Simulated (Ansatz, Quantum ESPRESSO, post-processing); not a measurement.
# Ballistic transmission: vacuum gap of 4.5 Å between two Al(111) faces, part 4 of 4

Aim: the zero-bias transmission with pwcond for this junction: vacuum gap of 4.5 Å between two Al(111) faces.

Quantum ESPRESSO 7.5; plane-wave DFT, PBE, GBRV ultrasoft pseudopotentials; cross-check by Ansatz 0.2.0 with PAW datasets.

So far. Step 2 (Ground state): The run needed 52 iterations to bring the estimated error under 1e-07 Ry; the largest force on any atom, held or free, is 0.20 eV/Å. Step 3 (Transmission with pwcond.x): At no point does T exceed the number of channels.

### Step 5. Cross-check with Ansatz

As a check, the same structure is run in Ansatz.

Level of this step: plane-wave DFT, PBE, Ansatz PAW (Ansatz 0.2.0).

File input.yaml:

```yaml
crystal:
  lattice:
    - [2.856711396, 0.0, 0.0]
    - [1.428355698, 2.4739846402, 0.0]
    - [0.0, 0.0, 44.1524164879]
  atoms:
    - { symbol: Al, position: [0.0, 0.0, 0.0] }
    - { symbol: Al, position: [0.333333333, 0.333333333, 0.0528282543] }
    - { symbol: Al, position: [0.666666667, 0.666666667, 0.1056565087] }
    - { symbol: Al, position: [0.0, 0.0, 0.158484763] }
    - { symbol: Al, position: [0.333333333, 0.333333333, 0.2113130173] }
    - { symbol: Al, position: [0.666666667, 0.666666667, 0.2641412717] }
    - { symbol: Al, position: [0.0, 0.0, 0.316969526] }
    - { symbol: Al, position: [0.333333333, 0.333333333, 0.3697977803] }
    - { symbol: Al, position: [0.666666667, 0.666666667, 0.4226260346] }
    - { symbol: Al, position: [0.0, 0.0, 0.524545711] }
    - { symbol: Al, position: [0.333333333, 0.333333333, 0.5773739654] }
    - { symbol: Al, position: [0.666666667, 0.666666667, 0.6302022197] }
    - { symbol: Al, position: [0.0, 0.0, 0.683030474] }
    - { symbol: Al, position: [0.333333333, 0.333333333, 0.7358587283] }
    - { symbol: Al, position: [0.666666667, 0.666666667, 0.7886869827] }
    - { symbol: Al, position: [0.0, 0.0, 0.841515237] }
    - { symbol: Al, position: [0.333333333, 0.333333333, 0.8943434913] }
    - { symbol: Al, position: [0.666666667, 0.666666667, 0.9471717457] }
kpoints:
  mp_grid: { grid: [10, 10, 1] }
hamiltonian:
  xc: pbe
scf:
  occupations: { method: fermi_dirac, width: 0.1 }
  convergence: { dr2_threshold: 1.0e-08 }
output:
  transmission: { leads: [[0, 3]], e_range: [-0.4, 0.4], de: 0.4, kmesh: [12, 12] }
  write_potential: true
  write_density: true
  volumetric_format: npy
  elf: true
```

On the command line:

```bash
$ ansatz run input.yaml --threads 2 --pin off --max-ram 4096MiB --backend cpu --events-out ev --progress --plain --runs-dir out
```

Numbers of over 12 decimals in the logs are rounded to 6 here.

The program printed:

```text
Engine: ansatz 0.2.0, aarch64-unknown-linux-gnu
Pseudopotentials: kind: paw
Pseudopotential: Al, paw, valence charge 3, recommended cutoff 420 eV (normal), Al.paw.azcp
Functional definition: PBE
  parameter kappa = 0.804
  parameter beta = 0.066725
  exchange = pbe_x(kappa = kappa, mu = beta*pi^2/3)
  correlation = pbe_c(beta = beta)
Crystal: 18 atoms, lattice volume = 312.045 Å³
Basis set: ecut = 420 eV, 6123 PW (Γ)
Bands: 45, of which v1, the nominal top of the filled ones, is band 27 counted from 1 (26 counted from 0)
Symmetry: 12 space group operations
Space group: P-3m1 (ITA 164), of the structure as read, at distance tolerance 6.8e-5 Å
k-points: 14 of 100
Non-local potential: Al, projectors of the file, l = 0: 2, l = 1: 2, l = 2: 1
PAW form: soft (Blöchl's): semilocal exchange-correlation on the pseudo side does not see the compensation charge
PAW one-centre angular grid: Al, 110 points (default); XC on 64 Gauss nodes
Initial density: superposition of atomic densities (neutral atoms: chi_scale 0, normalization atom), corrected by the library's trained network
Initial wavefunctions: pseudopotential atomic-orbital guess
Functional: x = pbe(κ = 0.804, μ = 0.219515), c = pbe(β = 0.066725)
SCF iter   1: F=—  HF=-9674.430622 eV  |F-HF|=—  |Δ(HF+E_count)|=         —  Δρ=1.24e-3  dr2=2.07e-1  ethr=1.77e-3  ⟨swp⟩=8.3  Hψ=3283  notcnv=0  defer=10
preconditioner: auto → Kerker (q_TF=auto, 2.037 Å⁻¹)  [metal: Δε(μ)=0.027 eV  Ē_g=7.241 eV  σ=0.100 eV  W_gap=0.07  n_scr=28 (ndim 8)  ℏωp=15.4 eV  f_vac=0.000  D(μ)=8.45/eV (n_scr^D=30)]
SCF iter   2: F=—  HF=-9674.428894 eV  |F-HF|=—  |Δ(HF+E_count)|=   1.73e-3  Δρ=7.52e-4  dr2=7.50e-2  ethr=3.83e-4  ⟨swp⟩=1.2  Hψ=746  notcnv=0  defer=12
SCF iter   3: F=—  HF=-9674.427291 eV  |F-HF|=—  |Δ(HF+E_count)|=   1.60e-3  Δρ=1.37e-4  dr2=4.15e-4  ethr=1.39e-4  ⟨swp⟩=1.0  Hψ=568  notcnv=0  defer=12
SCF iter   4: F=—  HF=-9674.427263 eV  |F-HF|=—  |Δ(HF+E_count)|=   2.88e-5  Δρ=5.82e-5  dr2=3.75e-4  ethr=7.69e-7  ⟨swp⟩=2.3  Hψ=902  notcnv=0  defer=12
SCF iter   5: F=—  HF=-9674.427260 eV  |F-HF|=—  |Δ(HF+E_count)|=   2.46e-6  Δρ=2.98e-5  dr2=3.22e-5  ethr=6.94e-7  ⟨swp⟩=1.0  Hψ=568  notcnv=0  defer=12
SCF iter   6: F=—  HF=-9674.427265 eV  |F-HF|=—  |Δ(HF+E_count)|=   4.56e-6  Δρ=1.11e-5  dr2=2.14e-6  ethr=5.97e-8  ⟨swp⟩=2.0  Hψ=682  notcnv=0  defer=12
SCF iter   7: F=—  HF=-9674.427256 eV  |F-HF|=—  |Δ(HF+E_count)|=   9.26e-6  Δρ=3.25e-6  dr2=4.65e-7  ethr=3.97e-9  ⟨swp⟩=2.2  Hψ=811  notcnv=0  defer=12
SCF iter   8: F=—  HF=-9674.427256 eV  |F-HF|=—  |Δ(HF+E_count)|=   1.13e-7  Δρ=6.20e-7  dr2=1.59e-8  ethr=8.62e-10  ⟨swp⟩=2.0  Hψ=679  notcnv=0  defer=12
SCF iter   9: F=-9674.427256 eV  HF=-9674.427256 eV  |F-HF|=5.53e-10  |Δ(HF+E_count)|=   2.37e-9  Δρ=1.59e-7  dr2=7.36e-10  ethr=1.85e-11  ⟨swp⟩=18.0  Hψ=2837  notcnv=0
SCF 1 converged in 9 iterations: F = -9674.427256 eV  dr2 = 7.36e-10
  greatest PAW one-centre occupation: 0.463 electrons in one spin orbital (limit 2), on the Al atom at site 9 (counted from 0), in its partial waves of l = 0
transmission: 106 of 1045 steps passed
transmission: 210 of 1045 steps passed
[...]
transmission: 1045 of 1045 steps passed
SCF converged after 9 iterations
Free energy (F): -9674.427256 eV
Harris-Foulkes:  -9674.427256 eV  (|F-HF|=5.53e-10)
Internal energy: -9674.152485 eV  (E = F + TS)
E sigma→0 (E₀):  -9674.289870 eV
Entropy (-TS):   -0.274770 eV (-15.265 meV/atom)
Fermi energy:    7.461020 eV
--- Per-component energies (eV) ---
  E_band       = 162.801943
  E_kinetic    = 406.419806
  E_local      = -492.656611  (includes V_loc(G=0)·N_el)
  E_nonlocal   = 185.953003
  E_hartree    = 323.636752
  E_xc         = -713.108326
  E_vxc        = -518.449967  (∫ρ·V_xc dr)
  E_paw        = -8411.879028  (= ΣΔE_a)
  E_vpaw       = -65.737047  (= ΣTr[D̂ρ^β])
  E_aug_tail   = -0.000040  (compensation charges beyond the density's cutoff)
  E_ewald      = -972.518041
  E_smearing   = -0.274770  (= −TS)
  E_closure    = 0.000000  (closes the sum)
  Σ components = -9674.427256   (vs F -9674.427256, Δ=0.00e0)
--- Band table (eV; the first three rows and the last of 14) ---
  k-point 0: bands = [... 23 lower, 7.2211, 7.6813, 9.0208, 9.3763, 10.9277, 11.1716, 12.9304, 13.0787, ... 14 higher]
  k-point 1: bands = [... 23 lower, 7.4385, 7.8989, 9.2286, 9.5845, 11.1173, 11.3627, 13.0726, 13.2352, ... 14 higher]
  k-point 2: bands = [... 23 lower, 8.0608, 8.5168, 9.7265, 10.1152, 10.8909, 11.3092, 11.3703, 11.4462, ... 14 higher]
  k-point 13: bands = [... 23 lower, 5.6135, 5.6448, 5.7897, 5.8016, 5.9640, 6.0149, 6.0168, 6.1637, ... 14 higher]
--- Transmission ---
  basis      : 61 plane waves across, 55 finite elements along
  points     : 19, standing for a mesh of 12 x 12
  energies   : 3 from -0.400000 to 0.400000 eV about the Fermi level, 0.400000 eV apart; the leads are filled to 0.000000 eV, and channels, transmission and decay are at 0.000000 eV
  crystal 0  : Al3, at the sites [0, 3], period 6.9975 Å, over 41.98 Å; its Hamiltonian steps by up to 11.5 meV
    offset         : up to 0.0000 Å between an atom of the period and one for which it stands
    channels       : 1.256944e0 a spin
    conductance    : none, the energies end too early or step too widely for 300 K: set another output.transmission.e_range or a lower de, or, where they end at an eighth of basis.ecutwfc, a higher one
    slowest decay  : 0.0901 /Å at (-0.3333, 0.3333)
  junction   : crystal 0 to crystal 0, -0.47 to 36.69 Å
    transmission   : 1.638879e-1 a spin
    conductance    : none, the energies end too early or step too widely for 300 K: set another output.transmission.e_range or a lower de, or, where they end at an eighth of basis.ecutwfc, a higher one
```

It took 14 s on 2 threads of Arm Neoverse V2, shared host; peak memory 0.57 GiB.

Numbers from this step:

| Item | Value |
| --- | --- |
| free energy | -9674.4273 eV |
| energy at zero smearing | -9674.2899 eV |
| smearing term TS | 0.2748 eV |
| Fermi energy | 7.461 eV |
| symmetry operations | 12 |
| transmission at the Fermi level, one spin | 0.1639 |
| lead channels at the Fermi level, one spin | 1.257 |
| step of the lead's Hamiltonian over a period | 11.5 meV |

Per spin; mean over the k mesh across the current. The transmission, zone mean by energy, zero at the Fermi level:

```
energy (eV)  transmission, zone mean
     -0.400                    0.133
      0.000                    0.164
      0.400                    0.222
```

Per spin; mean over the k mesh across the current. The open channels, zone mean by energy, zero at the Fermi level:

```
energy (eV)  open channels, zone mean
     -0.400                      1.30
      0.000                      1.26
      0.400                      1.38
```

Valence density in the ca plane at fractional y = 0.000, with atoms of Al within 0.2 Å of it. It is the smooth field of the valence electrons, not physical close to the nuclei.

Values in e/Å³, 5 rows by 16 columns, each cell a mean:
```
0.14 0.20 0.19 0.14 0.18 0.13 0.03 0.04 0.13 0.12 0.20 0.19 0.14 0.17 0.20 0.18
0.20 0.19 0.21 0.18 0.21 0.15 0.03 0.03 0.14 0.20 0.18 0.21 0.19 0.20 0.20 0.19
0.19 0.18 0.20 0.20 0.21 0.15 0.03 0.03 0.13 0.20 0.17 0.20 0.21 0.21 0.19 0.18
0.19 0.19 0.21 0.17 0.20 0.15 0.03 0.03 0.14 0.19 0.19 0.21 0.17 0.19 0.20 0.19
0.12 0.20 0.18 0.13 0.17 0.13 0.03 0.04 0.12 0.10 0.20 0.19 0.13 0.16 0.19 0.17
```
Columns run along c (16.0 Å, from fractional 0.32 to 0.68 of the cell), rows up along a (2.9 Å). Atoms in or near the plane, at fractional coordinates: Al at (0.52, 0.00).

ELF in the ca plane at fractional y = 0.000, with atoms of Al within 0.2 Å of it. It is the smooth field of the valence electrons, not physical close to the nuclei.

Ten even steps from '0' (0.04) to '9' (0.74), each cell a mean:
```
10688776433478985200269611048877643346787861
24777887654689986200158963367788765457887775
77767777776789996300147998766777777777777667
87666667887778996300036899765666788887666667
87666767877778996300036899766676787777776667
56777887765689986200148986677788776567887776
02687876543579985200169720158788754346887872
20588775422478875200269514148877643235777860
```
Columns run along c (16.0 Å, from fractional 0.32 to 0.68 of the cell), rows up along a (2.9 Å). Atoms in or near the plane, at fractional coordinates: Al at (0.52, 0.00).

Ansatz finds T = 0.164 against pwcond's 0.168.

### Step 6. All levels side by side

All levels:

```
                   step  T at the Fermi level (per spin)  conductance (G0)  r.m.s. T(E) from the first  CPU time of the step (s)  peak memory (GiB)
                 Ansatz                           0.1639                 -                           0                     27.45              0.575
                 pwcond                           0.1676            0.1676                    0.004208                     175.9               0.14
pwcond, changed setting                           0.1676            0.1676                    0.004218                     145.2               0.14
```

Per spin; mean over the k mesh across the current. Transmission, zone mean against energy, zero at the Fermi level:

```
energy (eV)  Ansatz  pwcond  pwcond, changed setting
     -0.400   0.133   0.139                    0.139
      0.000   0.164   0.168                    0.168
      0.400   0.222   0.223                    0.223
```

### Step 7. By hand

The Landauer sum over the mesh, Σ w T = 0.0833 × 0.301 + 0.0833 × 0.217 + 0.0833 × 0.214 + … = 0.1676.

G = 0.168 × 77.48 µS = 13 µS a cell. Times the area of 7.067 Å², the resistance-area product is A/G = 5.44 fΩ m², the leads' contact resistance included.

Free electrons at 3 an atom (3 atoms in 49.5 Å³) have k_F = 1.753 1/Å and offer A k_F²/4π = 1.73 channels per spin; the lead has 1.34 on this mesh.

### Step 8. Outcome

```
conductance from T at the Fermi level, a cell (G₀ = 2e²/h) : 0.168 G₀
conductance per area                                       : 184 S/μm²
lead channels per spin                                     : 1.34
the same conductance by Ansatz                             : 0.164 G₀
```

The junction conducts 0.168 G₀ a cell at the Fermi level (PBE, GBRV ultrasoft). At the Fermi level the junction passes 13 % of what the leads offer. At the Fermi level pwcond and Ansatz differ by 2.3 %, a close match. The codes count unlike numbers of lead channels on 8 % of the mesh. The mean rests on 19 distinct points, the heaviest weighing 0.08, and the mesh was not tested, so even the second digit is unsure. Over -0.4 to 0.4 eV, T lies between 0.14 and 0.22 per spin. The geometry is as built, not relaxed, and the leads are short. Semilocal functionals lack the image potential in a vacuum gap.

[Logs are printed without paths, hosts, clocks, repeated set-up lines and the standing remarks that a program may print on its own settings, such as how far it seeks lower states.]

[Hosts, paths, dates, database ids (printed as entryN), source tags and the programs' standing remarks are cut or masked in the printed files.]

[Maps of the electrostatic potential energy from Ansatz leave out the sawtooth potential of an applied field or a dipole correction, so their vacuum need not be flat; planar profiles and work functions include it.]
